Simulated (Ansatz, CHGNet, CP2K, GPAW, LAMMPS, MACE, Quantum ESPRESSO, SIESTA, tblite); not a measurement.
# Quantum ESPRESSO on aqueous Li+ and I-, 1.5 mol of salt per kg of water at 360 K (110 atoms): settings against a plane-wave reference

How do the settings of Quantum ESPRESSO change the result for aqueous Li+ and I-, 1.5 mol of salt per kg of water at 360 K (110 atoms)? A plane-wave run serves as the yardstick.

Method: the method is named at each step, in Quantum ESPRESSO 7.5.

**1. Set-up**

The cell holds 110 atoms: 36 O, 72 H, 1 Li and 1 I. Its edges and angles: a = 10.442 Å, b = 10.442 Å, c = 10.442 Å, α = 90.0°, β = 90.0°, γ = 90.0°. 36 H2O, 1 Li+, 1 I- placed at random, at 1.14 g/cm³; overlaps pushed apart, then 10 ps at 420 K with Joung-Cheatham ions (J. Phys. Chem. B 112, 9020 (2008)); SPC/E water (Berendsen, Grigera and Straatsma, J. Phys. Chem. 91, 6269 (1987)). Snapshot after 20 ps at 360 K and fixed volume.

The yardstick, on the same geometry:

| Item | Value |
| --- | --- |
| method | Kohn-Sham DFT, PBE, PAW, plane waves (Ansatz 0.2.0); cutoff 420 eV, Γ point, fermi-dirac smearing of 0.05 eV; PAW set soft_2 |
| r.m.s. force component | 0.5483 eV/Å |
| longest force | 1.693 eV/Å |
| pressure | -1.82 GPa |
| gap (highest filled to lowest empty level) | 3.643 eV |
| SCF cycles | 9 |
| time | 5.3 s on 8 threads of Arm Neoverse V2, shared host |
| CPU time | 37 s |

**2. PBE, sssp-1.3.0-efficiency, 60/480 Ry**

Method: Kohn-Sham DFT, PBE, SSSP efficiency 1.3.0 pseudopotentials, plane waves.

The input, pw.in:

```
&control
  calculation = 'scf'
  pseudo_dir = './pseudo'
  outdir = './tmp'
  disk_io = 'none'
  tprnfor = .true.
  tstress = .true.
/
&system
  ibrav = 0
  nat = 110
  ntyp = 4
  ecutwfc = 60
  ecutrho = 480
  nosym = .true.
  occupations = 'smearing'
  smearing = 'fd'
  degauss = 0.003675
/
&electrons
  conv_thr = 5.5e-07
  electron_maxstep = 100
  mixing_beta = 0.4
  mixing_mode = 'plain'
  diagonalization = 'david'
/
ATOMIC_SPECIES
O 15.999 O.upf
H 1.008 H.upf
Li 6.940 Li.upf
I 126.904 I.upf
CELL_PARAMETERS angstrom
10.44226 0.00000 0.00000
0.00000 10.44226 0.00000
0.00000 0.00000 10.44226
ATOMIC_POSITIONS crystal
O 0.42411 0.03145 0.04980
H 0.38477 0.03311 0.13709
H 0.45501 0.11919 0.02704
O 0.18334 0.05282 0.55987
H 0.25394 0.02420 0.61790
H 0.16045 0.14364 0.57982
O 0.48700 0.15799 0.50571
H 0.52562 0.07035 0.50527
H 0.42148 0.16365 0.57532
O 0.72454 0.72382 0.58047
H 0.71906 0.66253 0.65385
H 0.70126 0.67861 0.49932
O 0.70703 0.63625 0.85537
H 0.70186 0.72622 0.88774
H 0.79880 0.60934 0.85037
O 0.13844 0.05713 0.91387
H 0.19958 0.98412 0.92398
H 0.05771 0.02574 0.87302
O 0.71097 0.38133 0.94716
H 0.74976 0.31794 0.88676
H 0.71973 0.46951 0.91085
O 0.47019 0.56419 0.67432
H 0.52835 0.49064 0.65485
H 0.51586 0.62703 0.73032
O 0.07031 0.15577 0.15694
H 0.13725 0.12804 0.21956
H 0.08830 0.11648 0.07148
O 0.94581 0.10962 0.41199
H 0.88797 0.12689 0.48634
H 0.02395 0.06337 0.44241
O 0.87018 0.95737 0.09338
H 0.91604 0.88117 0.12889
H 0.85366 0.94402 0.00000
O 0.64626 0.37545 0.57751
H 0.72444 0.34682 0.62484
H 0.59523 0.29890 0.55091
O 0.20475 0.62489 0.08334
H 0.14638 0.55007 0.07048
H 0.28401 0.59611 0.12872
O 0.82838 0.87847 0.85435
H 0.85392 0.80140 0.80356
H 0.84920 0.95771 0.80477
O 0.97246 0.62578 0.80529
H 0.03279 0.55210 0.81540
H 0.01722 0.69780 0.76078
O 0.04047 0.41903 0.07975
H 0.95459 0.42383 0.03764
H 0.05915 0.32827 0.10392
O 0.11783 0.80665 0.69233
H 0.18070 0.83001 0.76068
H 0.08992 0.88581 0.64623
O 0.49376 0.26067 0.02237
H 0.51525 0.24460 0.11430
H 0.55083 0.32936 0.98779
O 0.81561 0.45507 0.34277
H 0.78310 0.42981 0.42924
[... 50 atom lines left out ...]
H 0.16630 0.75453 0.49830
H 0.09875 0.63748 0.41963
Li 0.87977 0.10412 0.22349
I 0.87535 0.17902 0.73468
K_POINTS gamma
```

Started as:

```bash
> OMP_NUM_THREADS=1 mpirun -np 2 pw.x -in pw.in > output.txt
```

The log of the run:

```text
Program PWSCF
     gamma-point specific algorithms are used
     Parallelization info
     sticks:   dense  smooth     PW     G-vecs:    dense   smooth      PW
     Min        7431    3712    930               682607   241176   30118
     Max        7434    3713    931               682610   241185   30127
     Sum       14865    7425   1861              1365217   482361   60245
     bravais-lattice index     =            0
     lattice parameter (alat)  =      19.7330  a.u.
     unit-cell volume          =    7683.8718 (a.u.)^3
     number of atoms/cell      =          110
     number of atomic types    =            4
     number of electrons       =       298.00
     number of Kohn-Sham states=          179
     kinetic-energy cutoff     =      60.0000  Ry
     charge density cutoff     =     480.0000  Ry
     scf convergence threshold =      5.5E-07
     mixing beta               =       0.4000
     number of iterations used =            8  plain     mixing
     Exchange-correlation= SLA  PW   PBX  PBC
                           (   1   4   3   4   0   0   0)
     crystal axes: (cart. coord. in units of alat)
               a(1) = (   1.000000   0.000000   0.000000 )
               a(2) = (   0.000000   1.000000   0.000000 )
               a(3) = (   0.000000   0.000000   1.000000 )
     reciprocal axes: (cart. coord. in units 2 pi/alat)
               b(1) = (  1.000000  0.000000  0.000000 )
               b(2) = (  0.000000  1.000000  0.000000 )
               b(3) = (  0.000000  0.000000  1.000000 )
     PseudoPot. # 1 for O :
     Pseudo is Projector augmented-wave + core cor, Zval =  6.0
     PseudoPot. # 2 for H :
     Pseudo is Ultrasoft, Zval =  1.0
     PseudoPot. # 3 for Li:
     Pseudo is Ultrasoft, Zval =  3.0
     PseudoPot. # 4 for I :
     Pseudo is Projector augmented-wave + core cor, Zval =  7.0
     atomic species   valence    mass     pseudopotential
     O                 6.00    15.99900     O ( 1.00)
     H                 1.00     1.00800     H ( 1.00)
     Li                3.00     6.94000     Li( 1.00)
     I                 7.00   126.90400     I ( 1.00)
     No symmetry found
   Cartesian axes
     number of k points=     1  Fermi-Dirac smearing, width (Ry)=  0.0037
                       cart. coord. in units 2pi/alat
        k(    1) = (   0.0000000   0.0000000   0.0000000), wk =   2.0000000
     Dense  grid:   682609 G-vectors     FFT dimensions: ( 144, 144, 144)
     Smooth grid:   241181 G-vectors     FFT dimensions: ( 100, 100, 100)
     Initial potential from superposition of free atoms
     starting charge     297.5484, renormalised to     298.0000
     Starting wfcs are  225 randomized atomic wfcs
     Self-consistent Calculation
     iteration #  1     ecut=    60.00 Ry     beta= 0.40
     total energy              =   -1977.21425428 Ry
     estimated scf accuracy    <      12.47273436 Ry
     iteration #  2     ecut=    60.00 Ry     beta= 0.40
     total energy              =   -1979.93371773 Ry
     estimated scf accuracy    <       0.64229676 Ry
     iteration #  3     ecut=    60.00 Ry     beta= 0.40
     total energy              =   -1979.89857637 Ry
     estimated scf accuracy    <       0.27281824 Ry
     iteration #  4     ecut=    60.00 Ry     beta= 0.40
     total energy              =   -1979.92229999 Ry
     estimated scf accuracy    <       0.05142242 Ry
     iteration #  5     ecut=    60.00 Ry     beta= 0.40
     total energy              =   -1979.92630941 Ry
     estimated scf accuracy    <       0.00338749 Ry
     iteration #  6     ecut=    60.00 Ry     beta= 0.40
     total energy              =   -1979.92759735 Ry
     estimated scf accuracy    <       0.00040755 Ry
     iteration #  7     ecut=    60.00 Ry     beta= 0.40
     total energy              =   -1979.92768733 Ry
     estimated scf accuracy    <       0.00002515 Ry
     iteration #  8     ecut=    60.00 Ry     beta= 0.40
     total energy              =   -1979.92768760 Ry
     estimated scf accuracy    <       0.00000555 Ry
     iteration #  9     ecut=    60.00 Ry     beta= 0.40
     End of self-consistent calculation
          k = 0.0000 0.0000 0.0000 ( 30123 PWs)   bands (ev):
   -43.5923 -21.7045 -21.5743 -21.5294 -21.4986 -21.3445 -21.2743 -21.2179
   -21.2130 -21.1271 -21.0921 -21.0144 -20.9594 -20.9337 -20.9080 -20.8747
   -20.8405 -20.7384 -20.6855 -20.6533 -20.5981 -20.5566 -20.5298 -20.5104
   -20.4206 -20.3933 -20.3131 -20.2691 -20.2505 -20.1792 -20.1428 -20.0701
   -20.0467 -20.0194 -19.8481 -19.6628 -19.6149 -12.3380  -9.9855  -9.8843
    -9.7692  -9.6365  -9.5852  -9.5300  -9.4213  -9.3307  -9.2810  -9.2576
    -9.2011  -9.1775  -9.0888  -9.0500  -8.9993  -8.9719  -8.9473  -8.8852
    -8.8498  -8.8347  -8.7523  -8.7293  -8.7198  -8.6539  -8.6166  -8.5926
    -8.5576  -8.5070  -8.4463  -8.3846  -8.3632  -8.2565  -8.1672  -8.1076
    -8.0597  -7.9655  -6.7029  -6.4300  -6.2842  -6.2470  -6.1735  -6.0031
    -5.9464  -5.9325  -5.8330  -5.7393  -5.6909  -5.6061  -5.4980  -5.4663
    -5.4275  -5.3406  -5.2760  -5.2227  -5.1263  -5.1080  -5.0138  -4.9830
[...]
-2.7144  -2.7046  -2.6848  -2.5864  -2.5586  -2.4936  -2.4806  -2.3715
    -2.3551  -2.1396  -2.0338  -1.9744  -1.6902   1.9451   3.4472   3.6662
     3.7816   3.8425   3.8900   3.9553   4.3295   4.3697   4.6680   4.7941
     4.9034   4.9256   5.0494   5.1421   5.1982   5.2375   5.3794   5.5429
     5.6266   5.6852   5.9991   6.0404   6.0948   6.1818   6.2533   6.4603
     6.5419   6.6629   6.7122
     the Fermi energy is    -0.0025 ev
!    total energy              =   -1979.92768913 Ry
     estimated scf accuracy    <       0.00000048 Ry
     smearing contrib. (-TS)   =      -0.00000000 Ry
     internal energy E=F+TS    =   -1979.92768913 Ry
     The total energy is F=E-TS. E is the sum of the following terms:
     one-electron contribution =   -1034.07836424 Ry
     hartree contribution      =     619.96262999 Ry
     xc contribution           =    -363.88843305 Ry
     ewald contribution        =    -539.25871171 Ry
     one-center paw contrib.   =    -662.66481012 Ry
     convergence has been achieved in   9 iterations
     Forces acting on atoms (cartesian axes, Ry/au):
     atom    1 type  1   force =    -0.00480601   -0.01041788    0.01111172
     atom    2 type  2   force =     0.00572999    0.00755192   -0.01772297
     atom    3 type  2   force =    -0.01297543   -0.02385214    0.00733390
     atom    4 type  1   force =    -0.01224980   -0.01609534   -0.00597902
     atom    5 type  2   force =    -0.00588462    0.01905294   -0.00687456
     atom    6 type  2   force =     0.01703082   -0.01693004   -0.00168111
     atom    7 type  1   force =    -0.00981631    0.03168989    0.01522870
     atom    8 type  2   force =    -0.02075675    0.01049563    0.00913415
     atom    9 type  2   force =     0.04371800   -0.02848297   -0.02364202
     atom   10 type  1   force =    -0.01053470   -0.02279046   -0.01863036
     atom   11 type  2   force =    -0.00445556    0.02215131   -0.03479131
     atom   12 type  2   force =     0.01493941    0.00693214    0.04887135
[...]
atom  106 type  1   force =    -0.00989984   -0.01012919    0.02179979
     atom  107 type  2   force =    -0.02085876   -0.02531458   -0.02658381
     atom  108 type  2   force =     0.02144539    0.02011264    0.01083887
     atom  109 type  3   force =    -0.01004726    0.00063577   -0.00446268
     atom  110 type  4   force =    -0.01516418   -0.00105147    0.00569126
     Total force =     0.381090     Total SCF correction =     0.001042
     Computing stress (Cartesian axis) and pressure
          total   stress  (Ry/bohr**3)                   (kbar)     P=      -20.09
  -0.00015104   0.00002150  -0.00005936          -22.22        3.16       -8.73
   0.00002150  -0.00011529   0.00002564            3.16      -16.96        3.77
  -0.00005936   0.00002564  -0.00014342           -8.73        3.77      -21.10
     Message from routine punch:
     Nothing written, as per user request (disk_io='none')
```

Elapsed: 1.7 min, on 2 MPI ranks of Arm Neoverse V2, shared host; peak memory 2.9 GiB.

Banners, paths, timers and routine set-up lines are dropped from the logs unmarked, and long logs keep their key lines alone; longer cuts are marked.

Compared with the plane-wave run:

```
r.m.s. force component                           : 0.5394 eV/Å
r.m.s. difference of force components            : 13.09 meV/Å
longest difference of force vectors              : 41.62 meV/Å
force difference over r.m.s. force               : 2.388 %
slope of forces against the reference's          : 0.9836
correlation of force components                  : 0.9998
gap (highest filled to lowest empty level) : 3.635 eV
gap difference                                   : -0.0082 eV
pressure                                         : -2.009 GPa
pressure difference                              : -0.189 GPa
```

Length of the force difference by element (eV/Å):

| element | atoms | mean | most |
| --- | --- | --- | --- |
| H | 72 | 0.027 | 0.042 |
| I | 1 | 0.0027 | 0.0027 |
| Li | 1 | 0.0048 | 0.0048 |
| O | 36 | 0.0079 | 0.017 |

Levels nearest the highest filled one (eV from it): -1.01, -0.99, -0.90, -0.87, -0.80, -0.79, -0.68, -0.66, -0.45, -0.34, -0.28, 0.00, 3.64, 5.14, 5.36, 5.47, 5.53, 5.58, 5.65, 6.02, 6.06, 6.36, 6.48, 6.59.

A closer look about H101, picked at random: 10 atoms, nearest first, numbered in the order of the input, with positions taken from that point.

| atom | x | y | z | distance (Å) | bonds | Fx | Fy | Fz (eV/Å) |
| --- | --- | --- | --- | --- | --- | --- | --- | --- |
| H101 | 0.00 | 0.00 | 0.00 | 0.00 | 1 | 0.94 | -0.15 | -0.12 |
| O100 | 0.57 | -0.57 | -0.60 | 1.00 | 2 | -0.71 | -0.43 | 0.18 |
| H102 | 1.08 | -1.23 | -0.05 | 1.63 | 1 | 0.05 | 0.75 | -0.34 |
| O58 | -0.26 | 1.64 | 0.74 | 1.82 | 2 | -0.60 | 0.03 | 0.08 |
| H59 | -1.05 | 1.17 | 1.13 | 1.94 | 1 | 0.75 | 0.35 | 0.02 |
| H5 | -0.79 | -0.75 | -1.66 | 1.99 | 1 | -0.15 | 0.49 | -0.18 |
| H60 | 0.46 | 1.70 | 1.43 | 2.27 | 1 | -0.77 | -0.16 | -0.15 |
| H17 | -1.36 | -1.17 | 1.53 | 2.36 | 1 | -0.49 | 0.19 | -0.09 |
| H9 | 0.96 | 0.71 | -2.11 | 2.42 | 1 | 1.12 | -0.73 | -0.61 |
| O16 | -2.00 | -0.40 | 1.43 | 2.49 | 2 | -0.51 | -0.51 | -0.12 |

Forces lie 2.4 % from the reference's, at 5.5 times its CPU time (on 2 against 8 cores).

The difference per atom is largest on H (0.027 eV/Å on average, against 0.0079 on O).

**3. PBE, sssp-1.3.0-efficiency, 35/280 Ry**

Method: Kohn-Sham DFT, PBE, SSSP efficiency 1.3.0 pseudopotentials, plane waves.

Changes to pw.in since step 2:

```diff
@@ -12,4 +12,4 @@
   ntyp = 4
-  ecutwfc = 60
-  ecutrho = 480
+  ecutwfc = 35
+  ecutrho = 280
   nosym = .true.
```

The log of the run:

```text
[banner, memory and clock lines left out]
Program PWSCF
     gamma-point specific algorithms are used
[... lines left out ...]
     total energy              =   -1979.32878531 Ry
[... lines left out ...]
     total energy              =   -1979.29232094 Ry
[... lines left out ...]
     total energy              =   -1979.30934523 Ry
[... lines left out ...]
     total energy              =   -1979.30934667 Ry
[... lines left out ...]
     the Fermi energy is    -0.0014 ev
!    total energy              =   -1979.30934732 Ry
[... lines left out ...]
     The total energy is F=E-TS. E is the sum of the following terms:
[... lines left out ...]
     convergence has been achieved in   9 iterations
     Forces acting on atoms (cartesian axes, Ry/au):
     atom    1 type  1   force =    -0.00443153   -0.01460670    0.00869930
     atom    2 type  2   force =     0.00376929    0.00766981   -0.01338047
     atom    3 type  2   force =    -0.01152491   -0.02004337    0.00623975
[...]
atom  109 type  3   force =    -0.00998012    0.00063108   -0.00447784
     atom  110 type  4   force =    -0.01506720   -0.00107521    0.00571349
     Total force =     0.349800     Total SCF correction =     0.000760
     Computing stress (Cartesian axis) and pressure
          total   stress  (Ry/bohr**3)                   (kbar)     P=      -94.27
  -0.00065502   0.00001697  -0.00004896          -96.36        2.50       -7.20
   0.00001697  -0.00062298   0.00001599            2.50      -91.64        2.35
  -0.00004896   0.00001599  -0.00064448           -7.20        2.35      -94.81
     Message from routine punch:
     Nothing written, as per user request (disk_io='none')
```

Elapsed: 48 s, on 2 MPI ranks; peak memory 1.4 GiB.

Compared with the plane-wave run:

```yaml
r_m_s_force_component: 0.4951 eV/Å
r_m_s_difference_of_force_components: 83.18 meV/Å
longest_difference_of_force_vectors: 179.9 meV/Å
force_difference_over_r_m_s_force: 15.17 %
slope_of_forces_against_the_reference_s: 0.8962
correlation_of_force_components: 0.9925
spacing_of_highest_filled_and_lowest_empty_level: 3.621 eV
gap_difference: -0.0229 eV
pressure: -9.427 GPa
pressure_difference: -7.607 GPa
energy_less_the_same_level_run_s: 76.48 meV/atom
r_m_s_force_difference_from_the_same_level_run: 73.06 meV/Å
```

This is a coarse setting, run to see what it loses.

Against the first run (2.4 %), the force difference from the reference is 15 %, at 0.47 times the CPU time: the cutoff matters here.

**4. Side by side**

Differences are against the plane-wave reference, forces as r.m.s. over components; share is that over the reference's r.m.s. force, slope the least-squares factor from reference forces to these. Total energies of different programs have different zeros and aren't compared.

| run | Δ force, r.m.s. (meV/Å) | share (%) | slope | Δ pressure (GPa) | Δ gap (eV) | cores | CPU time | memory (GiB) |
| --- | --- | --- | --- | --- | --- | --- | --- | --- |
| reference | - | - | - | - | - | 8 | 37 s | 1.3 |
| QE PBE, sssp-1.3.0-efficiency, 60/480 Ry | 13.1 | 2.39 | 0.984 | -0.189 | -0.0082 | 2 | 3.4 min | 2.9 |
| QE PBE, sssp-1.3.0-efficiency, 35/280 Ry (coarse) | 83.2 | 15.2 | 0.896 | -7.61 | -0.0229 | 2 | 95 s | 1.4 |

Rows marked coarse were listed beforehand as settings not expected to be converged; some can still land near the reference.

CPU time is summed over cores on a shared host, where runs went side by side, so it is rough. Symmetry, cutoffs, thresholds, outputs and thread counts weren't matched or tuned between programs; memory under MPI is the largest rank's times the ranks.

Within one program, basis, potentials and functional, energies share a zero. Each run against its twin at the usual cutoff or grid and solver:

| run | twin | Δ energy (meV/atom) | Δ force, r.m.s. (meV/Å) | CPU time over the twin's |
| --- | --- | --- | --- | --- |
| QE PBE, sssp-1.3.0-efficiency, 35/280 Ry | sssp-1.3.0-efficiency, 60/480 Ry | 76.5 | 73.1 | 0.47 |

**5. Outcome**

| Quantity | Value |
| --- | --- |
| nearest in forces | QE PBE, sssp-1.3.0-efficiency, 60/480 Ry, 2.4 % |
| its CPU time | 3.4 min |

In words: PBE on plane waves or a grid with other potentials, cutoffs or grids, coarse settings apart, differs from the reference by 2.4 % (QE PBE, sssp-1.3.0-efficiency, 60/480 Ry) of the r.m.s. force; this holds the reference's own error, so differences of a few per cent don't tell which side is nearer the exact PBE result (QE's 60 Ry are 816 eV, against the reference's 420 eV). Runs with settings chosen to be coarse differ by 15 % (QE PBE, sssp-1.3.0-efficiency, 35/280 Ry), their programs' other errors included. None of the electronic-structure runs in the table takes under half the reference's CPU time of 37 s; they take 2.6 to 5.5 times as much. QE PBE, sssp-1.3.0-efficiency, 35/280 Ry softens the forces by a factor of 0.90 while following their directions (correlation 0.992); the slopes of the 2 Quantum ESPRESSO runs lie between 0.90 and 0.98. At the same functional, gaps differ from the reference's 3.64 eV by between -0.02 and -0.01 eV. In pressure, QE PBE, sssp-1.3.0-efficiency, 35/280 Ry misses by -7.6 GPa, at the same functional; a cutoff this low leaves a large Pulay stress. With short bonds to hydrogen, sets of potentials differ among themselves by several per cent in forces even at converged cutoffs, so the reference isn't exact here either. The potentials hold different valence shells: 308 electrons in the reference, 298 in Quantum ESPRESSO with SSSP; this bears on time and differences. The network of contacts between molecules at the start is that of the classical potential that made the cell, and needn't be the one that DFT or experiment would give. The reference's PBE has no dispersion term, which matters for the binding between molecules or layers. The density was typed from a rule of thumb and may lie off the real one at this temperature. The electronic-structure runs sample only Γ, in a cell whose shortest periodic width is 10 Å. Spin–orbit coupling is left out, which matters for the levels of the heavy elements.

[Also dropped from logs without a mark: logging warnings of Python, and SIESTA's first energy breakdown and zero terms.]

[Logs are printed without paths, hosts, clocks, repeated set-up lines and the standing remarks that a program may print on its own settings, such as how far it seeks lower states.]

[Hosts, paths, dates, database ids (printed as entryN), source tags and the programs' standing remarks are cut or masked in the printed files.]
